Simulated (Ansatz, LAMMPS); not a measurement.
# Site preference of a vacancy of P in glassy 83P2O5-17Al2O3 (mol %) (80 atoms), part 2 of 4

Aim: make a vacancy of P at several sites of glassy 83P2O5-17Al2O3 (mol %) (80 atoms), relax each, and compare their energies.

Ansatz 0.2.0; Kohn-Sham DFT, PBE, PAW (set soft_1), plane waves.

The cell: 20 P, 4 Al and 56 O. The quench rate of 6 K/ps far exceeds what a furnace or splat quench reaches. The network of bonds at the start is that of the classical potential that made the cell. The Brillouin zone is sampled at Γ only, in a cell whose shortest periodic width is 10 Å.

So far. Step 2 (Single point at the start): The r.m.s. force at the start is 1.4 eV/Å. Step 3 (Relaxation): The relaxation converged after 14 steps, 10.0 eV below its start, with a largest force component of 0.014 eV/Å.

## Step 4: Single point at the relaxed geometry

The electronic structure is read at the final geometry, in a run of its own.

File input.yaml:

```yaml
crystal:
  lattice:
    - [10.13788, 0.0, 0.0]
    - [0.0, 10.13788, 0.0]
    - [0.0, 0.0, 10.13788]
  atoms:
    - { symbol: P, position: [0.89461, 0.79279, 0.93625] }
    - { symbol: P, position: [0.94584, 0.39535, 0.40477] }
    - { symbol: P, position: [0.82433, 0.61617, 0.71133] }
    - { symbol: P, position: [0.20348, 0.44837, 0.08157] }
    - { symbol: P, position: [0.0395, 0.69714, 0.17336] }
    - { symbol: P, position: [0.53974, 0.24503, 0.00853] }
    [... 68 atom lines left out ...]
    - { symbol: O, position: [0.00261, 0.89816, 0.92588] }
    - { symbol: O, position: [0.39632, 0.76447, 0.72562] }
    - { symbol: O, position: [0.07993, 0.34391, 0.08978] }
    - { symbol: O, position: [0.07114, 0.44195, 0.35009] }
    - { symbol: O, position: [0.88412, 0.94472, 0.70152] }
    - { symbol: O, position: [0.28044, 0.38351, 0.20037] }
kpoints:
  mp_grid: { grid: [1, 1, 1] }
hamiltonian:
  xc: pbe
  pseudopotentials: { kind: paw, azcp: { folder: soft_1 } }
scf:
  occupations: { method: fermi_dirac, width: 0.05 }
output:
  forces: true
  stress: true
  populations: true
  dos:
    method: { smearing: { sigma: 0.1 } }
    de: 0.1
    projected: { site_lists: { Al: [Al], O: [O], P: [P] } }
  eigenvalues: true
  write_density: true
  write_potential: true
  volumetric_format: npy
  elf: true
```

Launch:

```sh
ansatz run input.yaml --threads 4 --pin off --max-ram 8192MiB --backend cpu --events-out ev --progress --plain --runs-dir out
```

Numbers of over 12 decimals in the logs are rounded to 6 here.

What it wrote:

```text
[...]
Crystal: 80 atoms, lattice volume = 1041.937 Å³
Basis set: ecut = 420 eV, 20341 PW (Γ), exchange–correlation on 144×144×144 points (8 copies of the dense FFT grid, shifted against one another)
Bands: 304, of which v1, the nominal top of the filled ones, is band 224 counted from 1 (223 counted from 0)
Symmetry: 1 space group operations
[...]
k-points: 1
[...]
SCF iter   1: F=—  HF=-49109.184254 eV  |F-HF|=—  |Δ(HF+E_count)|=         —  Δρ=1.29e-1  dr2=1.55e2  ethr=3.10e-3  ⟨swp⟩=7.0  Hψ=1584  notcnv=0  defer=31
[...]
SCF iter  13: F=-49065.964837 eV  HF=-49065.964837 eV  |F-HF|=2.92e-9  |Δ(HF+E_count)|=   1.32e-8  Δρ=1.09e-6  dr2=1.03e-8  ethr=2.23e-11  ⟨swp⟩=11.0  Hψ=2092  notcnv=0
SCF 1 converged in 13 iterations: F = -49065.964837 eV  dr2 = 1.03e-8
[...]
WARN: The input density's exchange-correlation potential varies sharply where the density is thin. Do not read a vacuum level from v_tot or v_xc, or from such a field of the output density. On a cell that repeats whose density bears no net charge and no dipole along the vacuum's axis use v_es (v_loc + v_h of the components); [...]
SCF converged after 13 iterations
Free energy (F): -49065.964837 eV
[...]
Internal energy: -49065.964837 eV  (E = F + TS)
E sigma→0 (E₀):  -49065.964837 eV
Fermi energy:    4.898874 eV
[...]
--- Forces (eV/Å), atoms counted from 1 ---
  atom   1  P      0.00405203     0.01081324     0.00034959
  atom   2  P     -0.00895257     0.00861389     0.00398773
  atom   3  P      0.00057669    -0.00314710    -0.00563424
  atom   4  P      0.00802773     0.00407274    -0.00453401
  atom   5  P      0.00032644    -0.00604613     0.00361088
  atom   6  P     -0.00849097     0.00867267    -0.00413851
  atom   7  P      0.01782183    -0.00163370    -0.00103787
  atom   8  P      0.00313906     0.00362479    -0.00236925
  atom   9  P     -0.00625491    -0.00268011    -0.00195581
  atom  10  P      0.00347920    -0.01023320    -0.00809450
  atom  11  P      0.00770911     0.01054167    -0.00646041
  atom  12  P     -0.00877039     0.00320764     0.00131679
  atom  13  P     -0.00917972     0.00204960    -0.00174563
  atom  14  P      0.00798012    -0.00234484     0.00276875
[...]
atom  79  O      0.00064350     0.00832206    -0.00007169
  atom  80  O      0.00598628    -0.00841725     0.00325813
  max |Σ_I F_I| component: 1.18e-4 eV/Å
--- Stress (GPa, compression-positive) ---
       -0.878051      -0.550723       1.274703
       -0.550723      -0.483904      -0.610419
        1.274701      -0.610420      -2.274198
  P = ⅓ Tr σ = -1.2121 GPa (-12.121 kbar)
--- Band table (eV) ---
[...]
--- Löwdin populations: 80 sites ---
  site symbol       q [e]
     0      P      2.8033
     1      P      2.9119
     2      P      2.9032
[...]
79      O      6.6853
  spilling = 0.016883 (of n_electrons = 448.000000)
```

Run time: 18 s. Hardware: 4 threads of Arm Neoverse V1, shared host; peak memory 1.1 GiB.

The program notes that the exchange-correlation potential is rough where the density is thin.

Numbers from this run:

| Property | Result |
| --- | --- |
| free energy | -49065.9648 eV |
| free energy per atom | -613.3246 eV/atom |
| SCF cycles | 13 |
| pressure | -1.212 GPa |
| r.m.s. force component | 0.00494 eV/Å |
| longest force | 0.01793 eV/Å |
| Fermi energy | 4.899 eV |
| gap (highest filled to lowest empty level) | 3.096 eV |
| spilling of the projection | 0.01688 |

Löwdin charges by element and coordination (they lack the spilled electrons, 0.095 e an atom on average):

| element | coordination | atoms | mean charge (e) | spread | least | most |
| --- | --- | --- | --- | --- | --- | --- |
| Al | all | 4 | 1.39 | 0.0307 | 1.36 | 1.44 |
| Al | 4 | 1 | 1.44 | 0 | 1.44 | 1.44 |
| Al | 5 | 3 | 1.37 | 0.0108 | 1.36 | 1.39 |
| O | all | 56 | -0.722 | 0.036 | -0.8 | -0.658 |
| O | 1 | 9 | -0.762 | 0.0219 | -0.795 | -0.719 |
| O | 2 | 47 | -0.714 | 0.0331 | -0.8 | -0.658 |
| P | all | 20 | 2.12 | 0.0388 | 2.07 | 2.20 |
| P | 4 | 16 | 2.13 | 0.0412 | 2.07 | 2.20 |
| P | 5 | 4 | 2.11 | 0.021 | 2.07 | 2.13 |

States in the cell by windows of 1 eV, zero at the Fermi level; the larger projections on atomic orbitals stand beside the total:

| from (eV) | to (eV) | total | O p | P p | O s |
| --- | --- | --- | --- | --- | --- |
| -18 | -16 | 0.0 | 0.0 | 0.0 | 0.0 |
| -16 | -15 | 2.0 | 1.1 | 0.2 | 0.2 |
| -15 | -14 | 7.3 | 4.1 | 0.8 | 0.8 |
| -14 | -13 | 5.2 | 3.1 | 0.8 | 0.5 |
| -13 | -12 | 9.5 | 5.7 | 1.7 | 0.8 |
| -12 | -11 | 10.6 | 6.7 | 2.2 | 0.7 |
| -11 | -10 | 16.8 | 11.2 | 3.8 | 0.5 |
| -10 | -9 | 14.1 | 9.8 | 2.0 | 0.9 |
| -9 | -8 | 21.5 | 15.2 | 3.0 | 1.6 |
| -8 | -7 | 23.1 | 17.8 | 2.3 | 2.0 |
| -7 | -6 | 39.9 | 33.7 | 2.6 | 2.2 |
| -6 | -5 | 41.5 | 36.2 | 2.0 | 1.9 |
| -5 | -4 | 56.0 | 51.3 | 1.6 | 1.5 |
| -4 | -3 | 47.3 | 44.5 | 1.0 | 0.7 |
| -3 | -2 | 35.1 | 33.3 | 0.9 | 0.2 |
| -2 | -1 | 6.0 | 5.7 | 0.2 | 0.0 |
| -1 | 1 | 0.0 | 0.0 | 0.0 | 0.0 |
| 1 | 2 | 2.0 | 0.4 | 0.2 | 0.4 |
| 2 | 3 | 6.0 | 1.3 | 1.2 | 0.9 |
| 3 | 4 | 5.4 | 0.8 | 1.1 | 1.0 |
| 4 | 5 | 17.0 | 2.4 | 5.1 | 2.6 |

Between -25 and -18 eV lie 112 more states.

The levels nearest the highest filled one (over half full), pooled over k-points and spins:

| level less the highest filled one (eV) | occupation |
| --- | --- |
| -0.819 | 2 |
| -0.649 | 2 |
| -0.633 | 2 |
| -0.379 | 2 |
| -0.0916 | 2 |
| 0 | 2 |
| 3.10 | 0 |
| 3.82 | 0 |
| 3.93 | 0 |
| 4.20 | 0 |
| 4.73 | 0 |
| 5.17 | 0 |

Valence density in the ab plane at fractional z = 0.707, with atoms of P and Al and O within 0.2 Å of it. It is the smooth field of the valence electrons, not physical close to the nuclei.

Ten steps, logarithmic in the rise over the least value, from '0' (0.0 e/Å³) to '9' (6.9 e/Å³), each cell a mean:
```
1000000024676421112223479974
1000000013454210000012479974
0000000012343210000001257752
0000000023554210000000123321
0000000125787420000000011100
0000001136998520000011111110
0000011235786410012332333221
0000012234553200135655444421
0000012344431000257876424421
0000013577531000247876434421
0000014799731000124554456531
1001124799631000011223468853
2223334566420000000012489974
3467654444310000000001378874
4689975444321000000000245654
4689964456653100000000124432
4556643357864210000000134543
3322211246764211100001367764
2111000124443211111112489974
1111100011222111233222589963
1112210001223211356644467642
0122210012465422468865445421
0122210025798532368865455431
1011100025898631245544567652
```
Columns run along a (10.1 Å), rows up along b (10.1 Å). Atoms in or near the plane, at fractional coordinates: P at (0.82, 0.62), P at (0.96, 0.33), Al at (0.52, 0.16), O at (0.12, 0.37), O at (0.87, 0.20), O at (0.31, 0.54), O at (0.40, 0.02), O at (0.88, 0.47), O at (0.40, 0.76), O at (0.88, 0.94).

ELF in the ab plane at fractional z = 0.707, with atoms of P and Al and O within 0.2 Å of it. It is the smooth field of the valence electrons, not physical close to the nuclei.

Ten even steps from '0' (0.00) to '9' (0.84), each cell a mean:
```
2000000037999840046422686798
4000000013666410001002797799
2000000012332100000002699997
0000000025776410000000246542
0000000037889840000000000000
0000010148769960002211000000
0000122248989830046654322100
0000112235665200389987423210
0000001355310000599898101210
0000014799730000599998101310
0000027977961000379876368752
1011016978972000145432588885
1156424898630000011101796696
3599864454200000000003898896
5885796355543100000001468873
4986785489986200000000013300
3789962489998300000000246620
4344410389997300000002799996
3000000258875100001002896797
1011100012221000145421686796
0146630000234100589863488862
0268750026899721799897345310
0157630059989951699997346531
0024310059968950389964589885
```
Columns run along a (10.1 Å), rows up along b (10.1 Å). Atoms in or near the plane, at fractional coordinates: P at (0.82, 0.62), P at (0.96, 0.33), Al at (0.52, 0.16), O at (0.12, 0.37), O at (0.87, 0.20), O at (0.31, 0.54), O at (0.40, 0.02), O at (0.88, 0.47), O at (0.40, 0.76), O at (0.88, 0.94).

Between filled and empty levels lie 3.10 eV (at Γ alone); a semilocal functional tends to put such gaps too low. In a disordered cell it changes from sample to sample, and tail or defect levels can set it. Mean Löwdin charges: Al +1.39, O -0.72, P +2.12 e (they miss 1.7 % of the electrons, so they add up to more than the cell's charge).

(Part 2 of 4 ends here.)

[Logs are printed without paths, hosts, clocks, repeated set-up lines and the standing remarks that a program may print on its own settings, such as how far it seeks lower states.]

[Hosts, paths, dates, database ids (printed as entryN), source tags and the programs' standing remarks are cut or masked in the printed files.]
